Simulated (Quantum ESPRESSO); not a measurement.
# Optical response of BN, part 3 of 3

Aim: the dielectric function of BN, and the optical constants that follow from it. The cell comes from an older database entry, whose edges can differ from later determinations, mostly by under a per cent.

Quantum ESPRESSO 7.5; DFT, PBE, plane waves with norm-conserving potentials (PseudoDojo), scalar-relativistic, independent-particle optical response without local fields and without the non-local commutator.

So far. Step 2 (Ground state): There is a gap, 5.48 eV on this mesh (points off the mesh can give less), so no carriers' term is needed.

The database entry behind the starting cell has ideal inner coordinates that were not refined, so it need not match the best structure at ambient conditions.

**5. Dielectric function**

The spectrum is a sum over vertical transitions between filled and empty bands at the fixed density, so many empty bands are needed.

This step: DFT, PBE, plane waves with norm-conserving potentials (PseudoDojo), scalar-relativistic, independent-particle optical response without local fields and without the non-local commutator (Quantum ESPRESSO 7.5).

File epsilon.in:

```
&inputpp
  prefix = 'x'
  outdir = './tmp'
  calculation = 'eps'
/
&energy_grid
  smeartype = 'gauss'
  intersmear = 0.3
  wmin = 0.0
  wmax = 22
  nw = 500
/
```

The run is started by

```bash
$ mpirun -n 4 epsilon.x -nk 4 -in epsilon.in
```

Log:

```text
[banner, memory and clock lines left out]

     Broadcasting variables...

     IMPORTANT: XC functional enforced from input :
     Exchange-correlation= PBE
                           (   1   4   3   4   0   0   0)
     Any further DFT definition will be discarded

     G-vector sticks info

     Fermi energy [eV] is: 11.46800
     The system is a dielectric...
     metallic system: redefining wmin =     0.000000

     Performing eps calculation...

     xx,yy,zz plasmon frequences [eV] are:    26.096528457   26.096528367   26.069535022
```

Wall time 2.5 s (4 MPI ranks of Arm Neoverse N1, shared host); peak memory 0.04 GiB; 9.8 s of CPU time.

Read-outs, printed or worked out from the files:

| Quantity | Value |
| --- | --- |
| electronic dielectric constant ε∞, mean over x, y and z (by symmetry where fewer were run) | 5.205 |
| main peak of Im epsilon, first axis | 11.41 eV |

Some rows of epsi_x.dat:

```text
# energy grid [eV]     epsi_x  epsi_y  epsi_z
#
    0.176352705    0.001394344    0.001394344    0.001598131
    1.234468938    0.009973178    0.009973177    0.011456909
    2.292585170    0.019573089    0.019573087    0.022621435
    3.350701403    0.031380484    0.031380480    0.036662592
    4.408817635    0.047346928    0.047346923    0.056308557
    5.466933868    0.071282236    0.071282231    0.087303154
    6.525050100    0.112175250    0.112175243    0.144813542
    7.583166333    0.199064839    0.199064831    0.288507170
    8.641282565    0.683106785    0.683106775    1.711620507
    9.699398798    3.496064397    3.496064385    8.908220734
   10.757515030   15.837157917   15.837157902   15.103297361
   11.815631263   15.243529372   15.243529357   10.790522439
   12.873747495    9.834211321    9.834211303    8.150563223
   13.931863727    9.119645695    9.119645673    9.454391945
   14.989979960    7.457094720    7.457094696    5.651310323
   16.048096192    4.443780006    4.443779979    3.943415115
   17.106212425    3.036129569    3.036129536    2.917222425
   18.164328657    2.413068257    2.413068219    2.019633459
   19.222444890    2.037931437    2.037931390    1.938207942
   20.280561122    1.547908756    1.547908699    1.734038140
   21.338677355    1.163118982    1.163118914    1.209513061
```

The Im ε has structure finer than the step of the table below, so its rows give means over 1 eV, whole bins alone (the curve runs from 0 to 21.6 eV). Peaks (eV: height): E ∥ x or y 11.4: 17.8; E ∥ z 10.5: 17.2, 12.5: 11.0, 13.5: 11.4.

Values under the direct gap are tails of Lorentzian lines. Im ε against photon energy; means over each step:

```tsv
photon energy (eV)	E ∥ x or y	E ∥ z
1	0.00805	0.00924
2	0.0168	0.0194
3	0.0272	0.0317
4	0.0407	0.0481
5	0.0598	0.0722
6	0.0897	0.113
7	0.144	0.196
8	0.296	0.501
9	1.30	3.62
10	6.01	11.3
11	15.3	14.8
12	14.0	10.3
13	9.88	9.53
14	9.07	9.35
15	7.37	6.17
16	4.70	4.66
17	3.42	3.39
18	2.64	2.19
19	2.10	1.75
20	1.56	1.64
21	1.30	1.34
```

Table of Re ε by photon energy:

```tsv
photon energy (eV)	E ∥ x or y	E ∥ z
0	5.13	5.36
1	5.15	5.39
2	5.24	5.49
3	5.38	5.65
4	5.60	5.91
5	5.93	6.31
6	6.42	6.90
7	7.16	7.87
8	8.45	9.74
9	10.9	13.2
10	14.8	11.8
11	8.56	4.76
12	0.449	0.356
13	-1.36	1.60
14	-1.82	-2.47
15	-4.41	-3.50
16	-3.84	-3.93
17	-3.42	-3.78
18	-2.88	-2.78
19	-2.18	-1.79
20	-1.88	-1.48
21	-1.58	-1.40
```

The reflectivity at normal incidence has structure finer than the step of the table below, so its rows give means over 0.5 eV, whole bins alone (the curve runs from 0 to 21.6 eV). Peaks (eV: height): E ∥ x or y 12.52: 48.9, 16.89: 57.3, 19.71: 57.1, 21.43: 56.2; E ∥ z 11.24: 46.6, 12.57: 44.9, 14.86: 53.0, 15.87: 57.0, 17.11: 59.7, 18.25: 60.1, 21.38: 50.5.

Reflectivity at normal incidence against photon energy; means over each step:

```tsv
photon energy (eV)	E ∥ x or y (%)	E ∥ z (%)
0.5	15.0	15.8
1.0	15.1	15.8
1.5	15.2	16.0
2.0	15.4	16.1
2.5	15.6	16.4
3.0	15.8	16.6
3.5	16.1	17.0
4.0	16.5	17.4
4.5	16.9	17.9
5.0	17.5	18.5
5.5	18.1	19.3
6.0	18.8	20.1
6.5	19.7	21.2
7.0	20.8	22.5
7.5	22.1	24.2
8.0	23.9	26.6
8.5	26.2	30.1
9.0	28.9	33.5
9.5	32.4	37.1
10.0	36.5	40.1
10.5	42.8	44.6
11.0	43.1	45.0
11.5	46.7	44.4
12.0	46.1	40.2
12.5	47.2	42.2
13.0	44.2	38.2
13.5	42.6	45.0
14.0	44.5	47.9
14.5	47.4	51.4
15.0	53.3	50.4
15.5	53.5	49.7
16.0	54.0	55.4
16.5	51.8	50.9
17.0	56.3	56.5
17.5	51.5	55.7
18.0	54.2	57.3
18.5	53.2	57.0
19.0	51.8	48.7
19.5	54.2	49.7
20.0	53.8	45.9
20.5	52.8	48.7
21.0	51.3	48.3
```

The refractive index n and extinction k by photon energy:

```tsv
photon energy (eV)	n, E ∥ x or y	k, E ∥ x or y	n, E ∥ z	k, E ∥ z
0	2.26	0	2.32	0
1	2.27	0.00177	2.32	0.00198
2	2.29	0.00366	2.34	0.00413
3	2.32	0.00585	2.38	0.00664
4	2.37	0.00856	2.43	0.00983
5	2.44	0.0122	2.51	0.0143
6	2.53	0.0175	2.63	0.0212
7	2.68	0.0265	2.81	0.0339
8	2.91	0.0466	3.12	0.0694
9	3.31	0.183	3.66	0.477
10	3.90	0.662	3.74	1.47
11	3.55	2.01	3.20	2.34
12	2.61	2.52	2.22	2.13
13	2.01	2.32	2.35	1.98
14	1.89	2.32	1.92	2.48
15	1.45	2.55	1.25	2.25
16	1.03	2.21	0.930	2.19
17	0.782	2.01	0.819	2.11
18	0.706	1.84	0.649	1.79
19	0.643	1.61	0.598	1.46
20	0.504	1.46	0.601	1.36
21	0.517	1.36	0.546	1.30
```

Values under the direct gap are tails of Lorentzian lines. Table of loss function −Im 1/ε at q → 0 by energy loss; read off at these points:

```tsv
energy loss (eV)	E ∥ x or y	E ∥ z
0.0	0	0
0.5	1.5e-4	1.6e-4
1.0	3.0e-4	3.2e-4
1.5	4.6e-4	4.8e-4
2.0	6.1e-4	6.4e-4
2.5	7.7e-4	8.1e-4
3.0	9.4e-4	9.9e-4
3.5	0.00111	0.00117
4.0	0.00129	0.00137
4.5	0.00148	0.00157
5.0	0.00169	0.00180
5.5	0.00191	0.00205
6.0	0.00216	0.00233
6.5	0.00243	0.00267
7.0	0.00276	0.00307
7.5	0.00318	0.00363
8.0	0.00379	0.00456
8.5	0.00570	0.00791
9.0	0.0100	0.0188
9.5	0.0147	0.0256
10.0	0.0211	0.0423
10.5	0.0301	0.0444
11.0	0.0516	0.0606
11.5	0.0571	0.0860
12.0	0.0761	0.106
12.5	0.0766	0.0914
13.0	0.105	0.104
13.5	0.111	0.0877
14.0	0.109	0.0983
14.5	0.105	0.107
15.0	0.0996	0.128
15.5	0.122	0.133
16.0	0.128	0.127
16.5	0.151	0.155
17.0	0.146	0.132
17.5	0.186	0.162
18.0	0.173	0.177
18.5	0.206	0.207
19.0	0.229	0.280
19.5	0.215	0.274
20.0	0.258	0.336
20.5	0.276	0.306
21.0	0.315	0.357
21.5	0.314	0.411
```

From ε follow the optical constants at some laser and lamp lines:

```tsv
wavelength (nm)	n xy	k xy	R (%) xy	1/α xy	n z	k z	R (%) z	1/α z
1550	2.27	0.001	15.1	88 µm	2.32	0.002	15.8	78 µm
1064	2.27	0.002	15.1	41 µm	2.32	0.002	15.9	36 µm
800	2.28	0.003	15.2	23 µm	2.33	0.003	16.0	20 µm
405	2.32	0.006	15.8	5.4 µm	2.38	0.007	16.7	4.7 µm
365	2.34	0.007	16.0	4.2 µm	2.40	0.008	16.9	3.7 µm
308	2.37	0.009	16.5	2.8 µm	2.43	0.010	17.4	2.5 µm
193	2.59	0.021	19.6	742 nm	2.69	0.025	21.0	602 nm
```

Below the direct gap, k and the depth come from the tails of the Lorentzian lines, not from transitions.

Rows near the edge hang on the gap, which this functional as a rule makes too small, and phonon-assisted absorption is left out.

At 1064 nm the birefringence n(z) − n(x) is +0.052: the crystal is uniaxial positive at this level.

**6. Outcome**

| Item | Value |
| --- | --- |
| electronic dielectric constant ε∞, mean over x, y and z (by symmetry where fewer were run) (independent particles) | 5.21 |
| main peak of Im epsilon, first axis | 11.4 eV |

**Reading.** At this level (PBE, independent particles) BN has a mean ε∞ = 5.21 and n = 2.27 at 1550 nm (E ∥ x), and Im ε peaks at 11.4 eV (E ∥ x). Distinct maxima of Im ε, read by a parabola through the highest points, lie at 10.72 eV (16), 11.41 eV (18) and 12.42 eV (13) for E ∥ x or y. The static values by axis are 5.13 (xy), 5.36 (z). At 1064 nm the birefringence n(z) − n(x) is +0.052: the crystal is uniaxial positive at this level. Excitons and phonon-assisted transitions are missing, and so are local fields; PBE gaps are as a rule too small, which pulls the onset down and ε∞ up. epsilon.x leaves out the commutator of the non-local potential, so its intensities are off, as a rule too high. The sum runs over mesh points, so small or evenly spaced maxima can still be ripples of the mesh. The curves end at 22 eV, about where the summed bands run out. The mesh misses the corner K of the hexagonal zone, so gaps read from it can be too wide where band edges lie there.

[Machine, clock, banner and «Message from routine» lines are left out of the logs.]

[Logs are printed without paths, hosts, clocks, repeated set-up lines and the standing remarks that a program may print on its own settings, such as how far it seeks lower states.]

[Hosts, paths, dates, database ids (printed as entryN), source tags and the programs' standing remarks are cut or masked in the printed files.]
